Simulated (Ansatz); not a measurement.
**Zn on Al(100), half in the top layer, both faces: core shifts and d bands**

Aim: core-level shifts, shell centres and work function of Zn on Al(100), half in the top layer, both faces.

Main program and level: Ansatz 0.2.0; DFT, PBE, plane-wave PAW, default files, scalar-relativistic.

## 1. Starting point

The cell holds 5 atoms: 5 Al. Its edges and angles: a = 2.857 Å, b = 2.857 Å, c = 22.080 Å, α = 90.0°, β = 90.0°, γ = 90.0°. It derives from Al. Vacuum lies along c.

## 2. The clean face

The clean face is the reference for what the added atoms change.

The input, input.yaml:

```yaml
crystal:
  lattice:
    - [2.856711396, 0.0, 0.0]
    - [0.0, 2.856711396, 0.0]
    - [0.0, 0.0, 22.08]
  atoms:
    - { symbol: Al, position: [0.0, 0.0, 0.682971014] }
    - { symbol: Al, position: [0.5, 0.5, 0.591485507] }
    - { symbol: Al, position: [0.0, 0.0, 0.5] }
    - { symbol: Al, position: [0.5, 0.5, 0.408514493] }
    - { symbol: Al, position: [0.0, 0.0, 0.317028986] }
kpoints:
  mp_grid: { grid: [14, 14, 1] }
scf:
  occupations: { method: fermi_dirac, width: 0.05 }
  n_extra_bands: 12
hamiltonian:
  xc: pbe
  pseudopotentials: { kind: paw }
output:
  forces: true
  write_potential: true
  volumetric_format: []
  efg: { contact_densities: true }
  dos:
    projected: true
    de: 0.05
    e_range: [-30, 12]
    method: { smearing: { sigma: 0.1, scheme: gaussian } }
relax:
  f_tol: 0.03
  max_steps: 50
  constraints: [{ sites: [2] }]
```

Command:

```sh
$ ansatz run input.yaml --threads 4 --pin off --max-ram 12288MiB --backend cpu --events-out ev --progress --plain --runs-dir out
```

Numbers of over 12 decimals in the logs are rounded to 6 here.

The log of the run:

```text
scf.n_extra_bands = 12 over 8 filled bands (N_el = 15.0): the run solves 20 bands
Engine: ansatz 0.2.0, x86_64-unknown-linux-gnu
Pseudopotentials: kind: paw
Pseudopotential: Al, paw, valence charge 3, recommended cutoff 420 eV (normal), Al.paw.azcp
Functional definition: PBE
  parameter kappa = 0.804
  parameter beta = 0.066725
  exchange = pbe_x(kappa = kappa, mu = beta*pi^2/3)
  correlation = pbe_c(beta = beta)
Crystal: 5 atoms, lattice volume = 180.190 Å³
Basis set: ecut = 420 eV, 3525 PW (Γ), exchange–correlation on 40×40×300 points (8 copies of the dense FFT grid, shifted against one another)
Bands: 20, of which v1, the nominal top of the filled ones, is band 8 counted from 1 (7 counted from 0)
Symmetry: 16 space group operations
Space group: P4/mmm (ITA 123), of the structure as read, at distance tolerance 5.6e-5 Å
k-points: 36 of 196
Non-local potential: Al, projectors of the file, l = 0: 2, l = 1: 2, l = 2: 1
PAW form: soft (Blöchl's): semilocal exchange-correlation on the pseudo side does not see the compensation charge
PAW one-centre angular grid: Al, 110 points (default); XC on 64 Gauss nodes
Initial density: superposition of atomic densities (neutral atoms: chi_scale 0, normalization atom), corrected by the library's trained network
Initial wavefunctions: pseudopotential atomic-orbital guess
Functional: x = pbe(κ = 0.804, μ = 0.219515), c = pbe(β = 0.066725)
SCF iter   1: F=—  HF=-2686.563488 eV  |F-HF|=—  |Δ(HF+E_count)|=         —  Δρ=1.03e-3  dr2=5.79e-3  ethr=1.77e-3  ⟨swp⟩=8.9  Hψ=5466  notcnv=0  defer=47
preconditioner: auto → LDOS  [metal: Δε(μ)=0.010 eV  Ē_g=8.665 eV  σ=0.050 eV  W_gap=0.05  n_scr=12 (ndim 8)  ℏωp=10.7 eV  f_vac=0.419  D(μ)=3.04/eV (n_scr^D=12)  β→1.0]
SCF iter   2: F=—  HF=-2686.563301 eV  |F-HF|=—  |Δ(HF+E_count)|=   1.87e-4  Δρ=4.10e-4  dr2=6.59e-4  ethr=3.86e-5  ⟨swp⟩=2.9  Hψ=1525  notcnv=0  defer=137
SCF iter   3: F=—  HF=-2686.563413 eV  |F-HF|=—  |Δ(HF+E_count)|=   1.12e-4  Δρ=1.15e-4  dr2=1.42e-4  ethr=4.40e-6  ⟨swp⟩=2.4  Hψ=917  notcnv=0  defer=137
iter 4 did not close the SCF: its close was put off for the readings that it lacked (scf_convergence_deferred on its scf_iter line)
SCF iter   4: F=-2686.563412 eV  HF=-2686.563408 eV  |F-HF|=3.49e-6  |Δ(HF+E_count)|=   4.79e-6  Δρ=3.15e-5  dr2=3.96e-6  ethr=9.45e-7  ⟨swp⟩=2.2  Hψ=780  notcnv=0  defer=136
iter 5 did not close the SCF: its close was put off for the readings that it lacked (scf_convergence_deferred on its scf_iter line)
SCF iter   5: F=-2686.563413 eV  HF=-2686.563413 eV  |F-HF|=3.03e-7  |Δ(HF+E_count)|=   4.89e-6  Δρ=6.45e-6  dr2=1.27e-7  ethr=2.64e-8  ⟨swp⟩=2.4  Hψ=986  notcnv=0  defer=136
SCF iter   6: F=-2686.563413 eV  HF=-2686.563413 eV  |F-HF|=2.59e-9  |Δ(HF+E_count)|=   3.27e-7  Δρ=1.51e-6  dr2=1.43e-8  ethr=8.45e-10  ⟨swp⟩=13.0  Hψ=5130  notcnv=0
SCF 1 converged in 6 iterations: F = -2686.563413 eV  dr2 = 1.43e-8
  greatest PAW one-centre occupation: 0.476 electrons in one spin orbital (limit 2), on the Al atom at site 4 (counted from 0), in its partial waves of l = 0
relax step   1: F+E_penalty+E_count = -2686.56341341 eV  Δ(F+E_penalty+E_count) = +0.000e0 eV  max|allowed force component| = 7.737e-2 eV/Å  Δτ_max = 0.0000 Å  (6 SCF iters, dr2 threshold 2.25e-5 eV, accepted)
Initial density: handed on by an earlier stage of this run
Initial wavefunctions: those handed on with the density
iter 1 solved again at ethr=5.94e-4 eV; its pass at ethr=3.10e-3 eV (dr2=8.91e-2 eV) is discarded
SCF iter   1: F=—  HF=-2686.574397 eV  |F-HF|=—  |Δ(HF+E_count)|=         —  Δρ=1.58e-3  dr2=8.64e-2  ethr=5.94e-4  ⟨swp⟩=1.4  Hψ=3371  notcnv=0  defer=166
preconditioner: auto → LDOS  [metal: Δε(μ)=0.014 eV  Ē_g=8.561 eV  σ=0.050 eV  W_gap=0.07  n_scr=12 (ndim 8)  ℏωp=10.7 eV  f_vac=0.410  D(μ)=3.09/eV (n_scr^D=12)  β→1.0]
SCF iter   2: F=—  HF=-2686.568916 eV  |F-HF|=—  |Δ(HF+E_count)|=   5.48e-3  Δρ=5.19e-4  dr2=4.06e-3  ethr=5.76e-4  ⟨swp⟩=1.5  Hψ=591  notcnv=0  defer=167
SCF iter   3: F=—  HF=-2686.568468 eV  |F-HF|=—  |Δ(HF+E_count)|=   4.49e-4  Δρ=2.32e-4  dr2=3.91e-4  ethr=2.70e-5  ⟨swp⟩=2.1  Hψ=959  notcnv=0  defer=167
SCF iter   4: F=—  HF=-2686.568425 eV  |F-HF|=—  |Δ(HF+E_count)|=   4.33e-5  Δρ=3.03e-5  dr2=3.46e-6  ethr=2.60e-6  ⟨swp⟩=1.9  Hψ=647  notcnv=0  defer=167
SCF iter   5: F=—  HF=-2686.568792 eV  |F-HF|=—  |Δ(HF+E_count)|=   3.67e-4  Δρ=9.76e-6  dr2=6.11e-7  ethr=2.30e-8  ⟨swp⟩=2.1  Hψ=958  notcnv=0  defer=167
SCF iter   6: F=-2686.568791 eV  HF=-2686.568791 eV  |F-HF|=4.36e-9  |Δ(HF+E_count)|=   7.94e-8  Δρ=1.52e-6  dr2=1.47e-8  ethr=6.67e-10  ⟨swp⟩=12.7  Hψ=4795  notcnv=0
SCF 2 converged in 6 iterations: F = -2686.568791 eV  dr2 = 1.47e-8
  greatest PAW one-centre occupation: 0.477 electrons in one spin orbital (limit 2), on the Al atom at site 4 (counted from 0), in its partial waves of l = 0
relax step   2: F+E_penalty+E_count = -2686.56879148 eV  Δ(F+E_penalty+E_count) = -5.378e-3 eV  max|allowed force component| = 3.820e-2 eV/Å  Δτ_max = 0.0635 Å  (6 SCF iters, accepted)
SCF iter   1: F=—  HF=-2686.571178 eV  |F-HF|=—  |Δ(HF+E_count)|=         —  Δρ=9.11e-4  dr2=3.16e-2  ethr=1.84e-3  ⟨swp⟩=3.0  Hψ=1819  notcnv=0  defer=166
preconditioner: auto → LDOS  [metal: Δε(μ)=0.010 eV  Ē_g=8.541 eV  σ=0.050 eV  W_gap=0.05  n_scr=12 (ndim 8)  ℏωp=10.7 eV  f_vac=0.409  D(μ)=2.81/eV (n_scr^D=10)  β→1.0]
SCF iter   2: F=—  HF=-2686.569239 eV  |F-HF|=—  |Δ(HF+E_count)|=   1.94e-3  Δρ=2.30e-4  dr2=7.24e-4  ethr=2.11e-4  ⟨swp⟩=1.9  Hψ=1099  notcnv=0  defer=164
SCF iter   3: F=—  HF=-2686.569112 eV  |F-HF|=—  |Δ(HF+E_count)|=   1.27e-4  Δρ=3.48e-5  dr2=2.18e-5  ethr=4.83e-6  ⟨swp⟩=2.0  Hψ=889  notcnv=0  defer=164
SCF iter   4: F=—  HF=-2686.569463 eV  |F-HF|=—  |Δ(HF+E_count)|=   3.51e-4  Δρ=5.56e-6  dr2=1.10e-7  ethr=1.45e-7  ⟨swp⟩=1.8  Hψ=716  notcnv=0  defer=164
SCF iter   5: F=-2686.569463 eV  HF=-2686.569463 eV  |F-HF|=9.70e-10  |Δ(HF+E_count)|=   1.53e-7  Δρ=1.38e-6  dr2=9.66e-9  ethr=6.67e-10  ⟨swp⟩=14.1  Hψ=4833  notcnv=0
SCF 3 converged in 5 iterations: F = -2686.569463 eV  dr2 = 9.66e-9
relax step   3: F+E_penalty+E_count = -2686.56946328 eV  Δ(F+E_penalty+E_count) = -6.718e-4 eV  max|allowed force component| = 1.302e-2 eV/Å  Δτ_max = 0.0285 Å  (5 SCF iters, accepted)
NSCF: frozen V_eff on 36 k-points
the band table was solved once a step of the walk had ended and its energy, with any forces and stress, was formed, with the checks that follow a solve (5697 applications of the Hamiltonian). They found nothing against the state; the energy, forces and stress were not computed again (output.eigenvalues in the input reference)
WARN: The output density's exchange-correlation potential varies sharply where the density is thin. Do not read a vacuum level from v_tot or v_xc, or from such a field of the output density. On a cell that repeats whose density bears no net charge and no dipole along the vacuum's axis use v_es (v_loc + v_h of the components); under efield.dipole_correction with no amplitude use v_es + v_field, which holds any externa [...]
SCF converged after 5 iterations
Free energy (F): -2686.569463 eV
Harris-Foulkes:  -2686.569463 eV  (|F-HF|=9.70e-10)
Internal energy: -2686.546191 eV  (E = F + TS)
E sigma→0 (E₀):  -2686.557827 eV
Entropy (-TS):   -0.023272 eV (-4.654 meV/atom)
Fermi energy:    1.370545 eV
--- Per-component energies (eV) ---
  E_band       = -40.612117
  E_kinetic    = 107.625192
  E_local      = -2547.694778  (includes V_loc(G=0)·N_el)
  E_nonlocal   = 52.221909
  E_hartree    = 1252.770206
  E_xc         = -195.277095
  E_vxc        = -140.225252  (∫ρ·V_xc dr)
  E_paw        = -2336.387988  (= ΣΔE_a)
  E_vpaw       = -18.077050  (= ΣTr[D̂ρ^β])
  E_aug_tail   = -0.000011  (compensation charges beyond the density's cutoff)
  E_ewald      = 980.196373
  E_smearing   = -0.023272  (= −TS)
  E_closure    = -0.000000  (closes the sum)
  Σ components = -2686.569463   (vs F -2686.569463, Δ=0.00e0)
--- Forces (eV/Å), atoms counted from 1 ---
  atom   1  Al     0.00000000     0.00000000     0.00052434
  atom   2  Al    -0.00000000     0.00000000    -0.01301668
  atom   3  Al    -0.00000000     0.00000000     0.00000000
  atom   4  Al    -0.00000000     0.00000000     0.01301668
  atom   5  Al     0.00000000     0.00000000    -0.00052434
  max |Σ_I F_I| component: 3.25e-19 eV/Å
--- PAW observables at the nuclei: V_zz in 10²¹ V/m², potentials from the cell's mean, atoms counted from 1 ---
  atom   1  Al V_zz =    +1.164138   η = 0.0000   by run symmetry: allowed
            electrostatic potential = -1221.898331 V   contact ρ = 10089.872515 e/Å³
  atom   2  Al V_zz =    -0.036754   η = 0.0000   by run symmetry: allowed
            electrostatic potential = -1221.848373 V   contact ρ = 10086.970609 e/Å³
  atom   3  Al V_zz =    -0.076128   η = 0.0000   by run symmetry: allowed
            electrostatic potential = -1221.807825 V   contact ρ = 10087.299673 e/Å³
  atom   4  Al V_zz =    -0.036754   η = 0.0000   by run symmetry: allowed
            electrostatic potential = -1221.848373 V   contact ρ = 10086.970609 e/Å³
  atom   5  Al V_zz =    +1.164138   η = 0.0000   by run symmetry: allowed
            electrostatic potential = -1221.898331 V   contact ρ = 10089.872515 e/Å³
--- Band table (eV; the first three rows and the last of 36) ---
  k-point 0: bands = [... 4 lower, -2.6704, -0.8007, 2.1851, 4.3444, 5.2462, 6.5172, 6.7208, 7.0635, ... 8 higher]
  k-point 1: bands = [... 4 lower, -2.5805, -0.7149, 2.2703, 4.4301, 5.3254, 5.3916, 6.1701, 6.6239, ... 8 higher]
  k-point 2: bands = [... 4 lower, -2.3115, -0.4578, 2.5058, 3.4233, 4.1644, 4.7445, 5.5444, 5.6177, ... 8 higher]
  k-point 35: bands = [... 4 lower, 0.1935, 0.2817, 0.9260, 1.0509, 1.0509, 1.3380, 2.4161, 2.6882, ... 8 higher]
--- Relaxed structure (3 steps of the walk, 3 accepted, 0 SCFs on fresh bases) ---
  F+E_penalty+E_count = -2686.56946328 eV   max|allowed force component| = 1.302e-2 eV/Å
  atoms:
    - { symbol: Al, position: [0, 0, 0.687137] }
    - { symbol: Al, position: [0.500000, 0.500000, 0.594008] }
    - { symbol: Al, position: [0.0, 0.0, 0.500000] }
    - { symbol: Al, position: [0.500000, 0.500000, 0.405992] }
    - { symbol: Al, position: [0, 0.0, 0.312863] }
```

Elapsed: 3.9 s, on 4 threads of Intel Xeon Platinum 8488C (Sapphire Rapids), shared host; peak memory 0.63 GiB.

Step by step:

```
step  energy less that of the first step (eV)  largest force component (eV/Å)
   1                                   0.0000                          0.0774
   2                                  -0.0054                          0.0382
   3                                  -0.0060                          0.0130
```

The run keeps the 16 symmetry operations that it works with, so distortions that break them were not tested.

The atoms that moved most (Å):

```csv
atom,dx,dy,dz,length
Al5,0.000,0.000,-0.092,0.092
Al1,0.000,0.000,0.092,0.092
Al4,0.000,0.000,-0.056,0.056
Al2,0.000,0.000,0.056,0.056
```

The relaxed structure:

```xyz
5
Lattice="2.8567 0.0000 0.0000 0.0000 2.8567 0.0000 0.0000 0.0000 22.0800" Properties=species:S:1:pos:R:3
Al    0.0000    0.0000   15.1720
Al    1.4284    1.4284   13.1157
Al    0.0000    0.0000   11.0400
Al    1.4284    1.4284    8.9643
Al    0.0000    0.0000    6.9080
```

This step gave:

| Property | Result |
| --- | --- |
| free energy | -2686.5695 eV |
| energy at zero smearing | -2686.5578 eV |
| smearing term TS | 0.02327 eV |
| Fermi energy | 1.371 eV |
| symmetry operations | 16 |
| zero of energy | Fermi level |
| share of occupied states in no projected shell | 0.0147 of the occupied states in the window |
| DOS at the Fermi level | 2.991 states/eV/cell |
| work function, upper face | 4.291 eV |
| work function, lower face | 4.291 eV |

This run's widths, added to any smearing of the DOS itself: Gaussian 0.6 eV, Lorentzian 0.05 eV. The intensity by binding energy, zero at the Fermi level; values in % of the maximum within 13 eV:

```csv
binding energy (eV),21.2 eV,100 eV,900 eV,1486.7 eV,5950 eV
-1.0,0.719,0.718,0.713,0.711,0.701
-0.5,4.80,4.86,4.60,4.54,4.38
0.0,45.0,45.5,42.9,42.2,40.6
0.5,89.7,90.2,88.7,88.4,87.1
1.0,96.9,96.8,96.1,95.9,94.5
1.5,86.1,86.3,83.3,82.4,79.9
2.0,94.0,93.8,93.7,93.4,92.2
2.5,87.3,85.5,92.2,93.6,95.4
3.0,82.8,80.2,88.1,89.6,91.6
3.5,80.9,78.2,88.7,91.1,94.6
4.0,79.4,76.2,88.5,91.3,95.6
4.5,61.1,58.2,66.1,67.6,69.6
5.0,70.8,67.3,77.4,79.3,82.1
5.5,59.3,56.6,64.6,66.2,68.3
6.0,68.3,64.5,74.9,76.8,79.6
6.5,52.7,49.9,58.0,59.5,61.8
7.0,48.0,45.1,52.4,53.8,55.7
7.5,49.8,46.7,55.1,56.7,59.1
8.0,45.5,42.3,51.3,53.1,55.8
8.5,36.7,33.8,41.9,43.5,46.0
9.0,33.3,30.2,39.3,41.2,44.2
9.5,30.0,26.8,37.5,39.8,43.7
10.0,20.5,17.7,27.2,29.3,33.0
10.5,13.1,10.9,19.0,21.0,24.3
11.0,2.46,2.04,3.67,4.06,4.74
11.5,-,0.280,0.402,0.430,0.477
12.0,-,0.171,0.226,0.239,0.259
```

The planar mean, electrostatic potential oscillates, so the rows of the table below give means over windows of 2.06 Å about each position, cut where the curve ends. Its maxima inside the range that stand out by 2 % of the span (Å: eV): 7.9: -1.80, 10.0: -1.67, 12.1: -1.67, 14.1: -1.80. Its minima: 6.9: -5.86, 9.0: -6.07, 11.0: -6.11, 13.1: -6.07, 15.2: -5.86.

From the Fermi level. The planar mean, electrostatic potential by z; means over each step:

z (Å), planar mean, electrostatic potential (eV) and a bar from the least value:
```
     1.03       4.29 ##############################
     3.09       4.28 ##############################
     5.15       2.87 #########################
     7.21      -4.31 #
     9.27      -4.47 
    11.33      -4.48 
    13.39      -4.50 
    15.45      -3.50 ###
    17.51       3.94 #############################
    19.57       4.29 ##############################
    21.63       4.29 ##############################
```

Recipe: projected DOS times atomic cross section and asymmetry factor (unpolarised light, 45° from the beam), occupied states only, Fermi edge at 300 K, a Lorentzian width of 0.05 eV growing by 0 eV per eV of binding energy, and a resolution of 0.6 eV. Each atom is damped by exp[−depth/(λ cos θ)], θ = 45° from the normal, λ from the universal curve. Curves are cut 10 eV under the photon energy, above any shell that the free atom's threshold puts out of reach, or at the lower edge of the window: 11.2 eV at 21.2 eV, 12.4 eV at 100 eV, 12.4 eV at 900 eV, 12.4 eV at 1486.7 eV and 12.4 eV at 5950 eV. Matrix elements of the solid and inelastic losses aren't modelled, nor non-dipole terms, which matter above 3 keV.

Share of each shell in the spectrum's area (%), by photon energy:

```
shell  21.2 eV  100 eV  900 eV  1486.7 eV  5950 eV
Al 3s     45.0    39.1    71.3       79.1     92.7
Al 3p     55.0    60.9    28.7       20.9      7.3
```

At the Fermi level the DOS is 2.99 states/eV a cell, and on the broadened curves Al 3p holds 69 % of the total there.

(Part 1 of 4 ends here.)

[Logs are printed without paths, hosts, clocks, repeated set-up lines and the standing remarks that a program may print on its own settings, such as how far it seeks lower states.]

[Hosts, paths, dates, database ids (printed as entryN), source tags and the programs' standing remarks are cut or masked in the printed files.]

[Maps of the electrostatic potential energy from Ansatz leave out the sawtooth potential of an applied field or a dipole correction, so their vacuum need not be flat; work functions include it.]
